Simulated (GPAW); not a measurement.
## How KBr absorbs and reflects light

Aim: the dielectric function of KBr, and the optical constants that follow from it.

Program: GPAW 26.7.0. Level of theory: DFT, PBE, plane-wave PAW (GPAW data sets), scalar-relativistic, RPA, optical limit. Results are calculated unless marked as measured.

## 1. Starting point

It takes space group Fm-3m (No. 225, cubic). The conventional cell has a = 6.600 Å, b = 6.600 Å, c = 6.600 Å, α = 90.00°, β = 90.00°, γ = 90.00°. Nearest to Br lie 6 K at 3.30 Å. Nearest to K lie 6 Br at 3.30 Å. Farther neighbours and most contacts between anions are not listed.

## 2. Ground state

The self-consistent density comes first; it also tells whether there is a gap, which decides the occupations and the need for a Drude term.

This step: DFT, PBE, plane-wave PAW (GPAW data sets), scalar-relativistic, ground state (GPAW 26.7.0).

Input file gs.py:

```python
from ase import Atoms
from ase.dft.bandgap import bandgap
from gpaw import GPAW, PW, FermiDirac

atoms = Atoms(['Br', 'K'],
              cell=[[0.000000000000, 3.300000000000, 3.300000000000],
                    [3.300000000000, 0.000000000000, 3.300000000000],
                    [3.300000000000, 3.300000000000, 0.000000000000]],
              scaled_positions=[[0.500000000000, 0.500000000000, 0.500000000000],
                                [0.000000000000, 0.000000000000, 0.000000000000]],
              pbc=[True, True, True])
atoms.calc = GPAW(mode=PW(450), xc='PBE', kpts={'size': (6, 6, 6), 'gamma': True},
                  occupations=FermiDirac(0.05), maxiter=150, txt='gs.txt')
print('energy (eV)', atoms.get_potential_energy())
print('Fermi level (eV)', atoms.calc.get_fermi_level())
print('valence electrons', atoms.calc.get_number_of_electrons())
print('gap (eV)', bandgap(atoms.calc, output=None)[0])
print('direct gap (eV)', bandgap(atoms.calc, direct=True, output=None)[0])
atoms.calc.write('gs.gpw')
```

Started as:

```console
OMP_NUM_THREADS=1 python gs.py
```

Numbers of over 12 decimals in the logs are rounded to 6 here.

What it wrote:

```text
__  _  _
 | _ |_)|_||  |
 |__||  | ||/\| - 26.7.0

Versions:
  Python: 3.12.14
  ASE:    3.29.0
  Numpy:  2.5.5
  Scipy:  1.18.1
  Libxc:  7.0.0

Input parameters:
  mode=PW(ecut=450.000000),
  kpts=MonkhorstPack(size=(6, 6, 6), gamma=True),
  maxiter=150,
  occupations=Occupations(name='fermi-dirac', width=0.05, fixmagmom=False),
  xc=XC(name='PBE')

Diagonalizing LCAO Hamiltonian
Converting LCAO to pw mode

                 Br

       K

Atoms  # Å, Bohr magnetons
|   | symbol |        x |        y |        z |    initial magnetic moments |
| 0 |     Br | 3.300000 | 3.300000 | 3.300000 | ( 0.0000,  0.0000,  0.0000) |
| 1 |      K | 0.000000 | 0.000000 | 0.000000 | ( 0.0000,  0.0000,  0.0000) |

Unit cell  # Å
| periodic |        x |        y |        z |  lengths |    angles |
|      yes | 0.000000 | 3.300000 | 3.300000 | 4.666905 | 60.000000 |
|      yes | 3.300000 | 0.000000 | 3.300000 | 4.666905 | 60.000000 |
|      yes | 3.300000 | 3.300000 | 0.000000 | 4.666905 | 60.000000 |

Number of symmetries: 48
Symmetry operations  # r_c * U_cc + t_c -> r_c
|    | kind |            matrix            |
|  0 |  σ   |  1, 0, 0,  1, 0,-1,  1,-1, 0 |
|  1 |  C2  |  1, 0, 0,  1,-1, 0,  1, 0,-1 |
|  2 |  E   |  1, 0, 0,  0, 1, 0,  0, 0, 1 |
|  3 |  σ   |  1, 0, 0,  0, 0, 1,  0, 1, 0 |
|  4 |  C4  |  1, 0,-1,  1, 0, 0,  1,-1, 0 |
|  5 |  S6  |  1, 0,-1,  1,-1, 0,  1, 0, 0 |
|  6 |  σ   |  1, 0,-1,  0, 1,-1,  0, 0,-1 |
|  7 |  C3  |  1, 0,-1,  0, 0,-1,  0, 1,-1 |
|  8 |  S6  |  1,-1, 0,  1, 0, 0,  1, 0,-1 |
|  9 |  C4  |  1,-1, 0,  1, 0,-1,  1, 0, 0 |
| 10 |  C3  |  1,-1, 0,  0,-1, 1,  0,-1, 0 |
| 11 |  σ   |  1,-1, 0,  0,-1, 0,  0,-1, 1 |
| 12 |  σ   |  0, 1, 0,  1, 0, 0,  0, 0, 1 |
| 13 |  C4  |  0, 1, 0,  0, 1,-1, -1, 1, 0 |
| 14 |  C3  |  0, 1, 0,  0, 0, 1,  1, 0, 0 |
| 15 |  S6  |  0, 1, 0, -1, 1, 0,  0, 1,-1 |
| 16 |  C2  |  0, 1,-1,  1, 0,-1,  0, 0,-1 |
| 17 |  σ   |  0, 1,-1,  0, 1, 0, -1, 1, 0 |
| 18 |  S4  |  0, 1,-1,  0, 0,-1,  1, 0,-1 |
| 19 |  C4  |  0, 1,-1, -1, 1, 0,  0, 1, 0 |
| 20 |  C3  |  0, 0, 1,  1, 0, 0,  0, 1, 0 |
| 21 |  σ   |  0, 0, 1,  0, 1, 0,  1, 0, 0 |
| 22 |  S6  |  0, 0, 1,  0,-1, 1, -1, 0, 1 |
| 23 |  C4  |  0, 0, 1, -1, 0, 1,  0,-1, 1 |
| 24 |  S4  |  0, 0,-1,  1, 0,-1,  0, 1,-1 |
| 25 |  C3  |  0, 0,-1,  0, 1,-1,  1, 0,-1 |
| 26 |  C2  |  0, 0,-1,  0,-1, 0, -1, 0, 0 |
| 27 |  S6  |  0, 0,-1, -1, 0, 0,  0,-1, 0 |
| 28 |  S4  |  0,-1, 1,  1,-1, 0,  0,-1, 0 |
| 29 |  C4  |  0,-1, 1,  0, 0, 1, -1, 0, 1 |
| 30 |  C2  |  0,-1, 1,  0,-1, 0,  1,-1, 0 |
| 31 |  σ   |  0,-1, 1, -1, 0, 1,  0, 0, 1 |
| 32 |  C3  |  0,-1, 0,  1,-1, 0,  0,-1, 1 |
| 33 |  S6  |  0,-1, 0,  0, 0,-1, -1, 0, 0 |
| 34 |  S4  |  0,-1, 0,  0,-1, 1,  1,-1, 0 |
| 35 |  C2  |  0,-1, 0, -1, 0, 0,  0, 0,-1 |
| 36 |  C2  | -1, 1, 0,  0, 1, 0,  0, 1,-1 |
| 37 |  S6  | -1, 1, 0,  0, 1,-1,  0, 1, 0 |
| 38 |  S4  | -1, 1, 0, -1, 0, 1, -1, 0, 0 |
| 39 |  C3  | -1, 1, 0, -1, 0, 0, -1, 0, 1 |
| 40 |  S6  | -1, 0, 1,  0, 0, 1,  0,-1, 1 |
| 41 |  C2  | -1, 0, 1,  0,-1, 1,  0, 0, 1 |
| 42 |  C3  | -1, 0, 1, -1, 1, 0, -1, 0, 0 |
| 43 |  S4  | -1, 0, 1, -1, 0, 0, -1, 1, 0 |
| 44 |  C2  | -1, 0, 0,  0, 0,-1,  0,-1, 0 |
| 45 |  i   | -1, 0, 0,  0,-1, 0,  0, 0,-1 |
| 46 |  σ   | -1, 0, 0, -1, 1, 0, -1, 0, 1 |
| 47 |  C2  | -1, 0, 0, -1, 0, 1, -1, 1, 0 |

BZ-sampling:
  Number of BZ points: 216
  Number of IBZ points: 16

  Monkhorst-Pack size: [6, 6, 6]
  Monkhorst-Pack shift: [0.083333, 0.083333, 0.083333]

K-points  # in reciprocal-cell coordinates
|     |                                coordinates |     weight |
|   0 | (  0.00000000,   0.00000000,   0.00000000) | 0.00462963 |
|   1 | (  0.16666667,   0.16666667,   0.00000000) | 0.02777778 |
|   2 | (  0.16666667,   0.16666667,   0.16666667) | 0.03703704 |
|   3 | (  0.33333333,   0.16666667,   0.16666667) | 0.05555556 |
|   4 | (  0.33333333,   0.33333333,  -0.33333333) | 0.05555556 |
|   5 | (  0.33333333,   0.33333333,   0.00000000) | 0.02777778 |
|   6 | (  0.33333333,   0.33333333,   0.16666667) | 0.11111111 |
|   7 | (  0.33333333,   0.33333333,   0.33333333) | 0.03703704 |
|   8 | (  0.50000000,   0.33333333,  -0.33333333) | 0.11111111 |
|   9 | (  0.50000000,   0.33333333,  -0.16666667) | 0.05555556 |
| ... |                                            |            |
|  15 | (  0.50000000,   0.50000000,   0.50000000) | 0.01851852 |

Plane wave coefficients: 1588
Cutoff: 450.000000 eV

Spin-components: 1 (collinear spins)
Bands:           9
Projectors:      10
Spin-degeneracy: 2
Datatype:        complex128

Parallelization:
  kpt:    1
  domain: 1
  band:   1

Density:
  Valence electrons: 16.0
  Components: 1
  Grid points: [24 24 24]
  Charge: 0.0  # |e|

Potential:
  Grid points: [24 24 24]

species:
  Br:
    name:    Bromine
    id:
    Z:       35.0
    valence: 7
    core:    28
    charge:  0.0  # [|e|]
    compensation charges:
      type: gauss
      rc: 0.35  # [Å]
      lmax: 2
    cutoffs:
      filter: 1.98  # [Å]
      core: 2.38  # [Å]
    projectors
    | kind |    occ | energy [eV] | rcut [Å] |
    |   4s |  2.000 |     -20.121 |    1.111 |
    |   4p |  5.000 |      -7.861 |    1.111 |
    |    s |        |       7.091 |    1.111 |
    |    p |        |      19.351 |    1.111 |
    |    d |        |       0.000 |    1.111 |

    Using partial waves for Br as LCAO basis

  K:
    name:    Potassium
    id:
    Z:       19.0
    valence: 9
    core:    10
    charge:  0.0  # [|e|]
    compensation charges:
      type: gauss
      rc: 0.35  # [Å]
      lmax: 2
    cutoffs:
      filter: 1.91  # [Å]
      core: 1.27  # [Å]
    projectors
    | kind |    occ | energy [eV] | rcut [Å] |
    |   3s |  2.000 |     -35.338 |    1.122 |
    |   4s |  1.000 |      -2.319 |    1.122 |
    |   3p |  6.000 |     -18.813 |    1.106 |
    |    p |        |       8.398 |    1.106 |
    |    d |        |       0.000 |    0.937 |

    Using partial waves for K as LCAO basis

Reference energy: -87284.500948  # eV

eigensolver:
  PPCG
  Converge bands: occupied
  niter=2

density mixing:
  MSR1-Mixer
  Pratt-step length: 0.05
  Maximum mixing coefficient: 0.75
  Old densities: 10
  SVD Regularization: 0.005
  Good broyden scale: 1.0
  Trust region scale: 1.0
  Backstep threshold: 4.0
  History deletion threshold: 6.0
  Fourier metric: weight=20.0, sigma=0.015

occupation numbers:
  Fermi-Dirac:
    width: 0.0500  # eV

poisson solver:
  ecut: 3600.000000  # eV

xc functional:
  name: PBE with 2 nearest neighbor stencil

convergence criteria:
- Maximum [total energy] change in last 3 cyles: 0.0005 eV / valence electron
- Maximum integral of absolute [dens]ity change: 0.0001 electrons / valence electron
- Maximum integral of absolute [eigenst]ate change: 4e-08 eV^2 / valence electron
maximum number of iterations: 150

SCF iterations
|iter     |      energy | eigst |  dens |
|iter:   1||   -6.488321 | -0.38 |       |
|iter:   2||   -6.465532 | -2.25 | -1.32 |
|iter:   3||   -6.358866 | -1.52 | -1.35 |
|iter:   4||   -6.358330 | -2.80 | -1.68 |
|iter:   5||   -6.360965c| -3.77 | -2.02 |
|iter:   6||   -6.361271c| -4.92 | -2.62 |
|iter:   7||   -6.361283c| -6.18 | -3.49 |
|iter:   8||   -6.361286c| -6.97 | -3.87 |
|iter:   9||   -6.361286c| -7.62c| -4.95c|

Converged in 9 steps
SCF loop duration: 3.479 s (0.387 s/step)
Energy contributions relative to reference atoms: (reference = -87284.500948)

Energy contributions:
  Kinetic:           5.104326
  Coulomb:          -4.330268
  Zero:             -0.662546
  External:          0.000000
  Xc:               -6.472799
  Entropy:          -0.000000
  Spinorbit:         0.000000
  ----------------------------
  Free energy:      -6.361286
  Extrapolated:     -6.361286

dipole moment: (-24.049596, -24.049596, -24.049596)  # |e|*Ang

Fermi level: 1.613
Eigenvalues  # (at kpt = [0.000, 0.000, 0.000])
| band index |      eig [eV] | occ [0-2] |
|          0 |       -27.952 |     2.000 |
|          1 |       -12.477 |     2.000 |
|          2 |       -11.459 |     2.000 |
|          3 |       -11.459 |     2.000 |
|          4 |       -11.459 |     2.000 |
|          5 |        -0.198 |     2.000 |
|          6 |        -0.198 |     2.000 |
|          7 |        -0.198 |     2.000 |
|          8 |         4.244 |     0.000 |

Gap: 4.441 eV
Transition (v -> c):
  (s=0, k=0, n=7, [0.00, 0.00, 0.00]) -> (s=0, k=0, n=8, [0.00, 0.00, 0.00])
No difference between direct/indirect transitions

--- standard output ---
energy (eV) -6.361286
Fermi level (eV) 1.613030
valence electrons 16.0
gap (eV) 4.441477
direct gap (eV) 4.441477
```

The job ended after 4.6 s (1 thread of Arm Neoverse V2, shared host; peak memory 0.14 GiB).

Numbers from this step:

- energy: -6.361 eV
- Fermi energy: 1.613 eV
- gap on the k-mesh: 4.441 eV
- direct gap on the mesh: 4.441 eV
- electrons: 16

There is a gap, 4.44 eV on this mesh (points off the mesh can give less), so no carriers' term is needed.

## 3. Bands for the response

The response needs many more empty bands than the density does.

This step: DFT, PBE, plane-wave PAW (GPAW data sets), scalar-relativistic, bands at fixed density (GPAW 26.7.0).

Input file nscf.py:

```python
from ase.dft.bandgap import bandgap
from gpaw import GPAW, FermiDirac

calc = GPAW('gs.gpw').fixed_density(kpts={'size': (16, 16, 16), 'gamma': True}, nbands=49, convergence={'bands': 43},
                                    occupations=FermiDirac(0.001), txt='nscf.txt')
print('gap (eV)', bandgap(calc, output=None)[0])
print('direct gap (eV)', bandgap(calc, direct=True, output=None)[0])
print('top band over the Fermi level (eV)', min(calc.get_eigenvalues(kpt=k)[42] for k in range(len(calc.get_ibz_k_points()))) - calc.get_fermi_level())
calc.write('full.gpw', mode='all')
```

Started as:

```console
OMP_NUM_THREADS=1 python nscf.py
```

What it wrote:

```text
Diagonalizing LCAO Hamiltonian
Converting LCAO to pw mode
convergence criteria:
- Maximum integral of absolute [eigenst]ate change: 4e-08 eV^2 / valence electron
maximum number of iterations: 150

SCF iterations
|iter     |      energy | eigst |  dens |
|iter:   1||             | +3.77 |       |
|iter:   2||             | +2.46 |       |
|iter:   3||             | +1.38 |       |
|iter:   4||             | +0.15 |       |
|iter:   5||             | -0.94 |       |
|iter:   6||             | -1.89 |       |
|iter:   7||             | -2.78 |       |
|iter:   8||             | -3.66 |       |
|iter:   9||             | -4.40 |       |
|iter:  10||             | -5.09 |       |
|iter:  11||             | -5.67 |       |
|iter:  12||             | -6.20 |       |
|iter:  13||             | -6.63 |       |
|iter:  14||             | -7.06 |       |
|iter:  15||             | -7.32 |       |
|iter:  16||             | -7.55c|       |
SCF steps: 16
  __  _  _
 | _ |_)|_||  |
 |__||  | ||/\| - 26.7.0

Versions:
  Python: 3.12.14
  ASE:    3.29.0
  Numpy:  2.5.5
  Scipy:  1.18.1
  Libxc:  7.0.0

Input parameters:
  mode=PW(ecut=450.000000),
  convergence={'bands': 43},
  gpts=array([24, 24, 24]),
  kpts=MonkhorstPack(size=(16, 16, 16), gamma=True),
  maxiter=150,
  nbands=49,
  occupations=Occupations(name='fermi-dirac', width=0.001, fixmagmom=False),
  parallel={},
  xc=XC(name='PBE')

--- standard output ---
gap (eV) 4.441477
direct gap (eV) 4.441477
top band over the Fermi level (eV) 30.056777
```

The job ended after 3.9 min (1 thread; peak memory 0.36 GiB).

[end of part 1 of 2]

[Machine, clock and banner lines and Python warnings are left out of the logs.]

[Logs are printed without paths, hosts, clocks, repeated set-up lines and the standing remarks that a program may print on its own settings, such as how far it seeks lower states.]

[Hosts, paths, dates, database ids (printed as entryN), source tags and the programs' standing remarks are cut or masked in the printed files.]
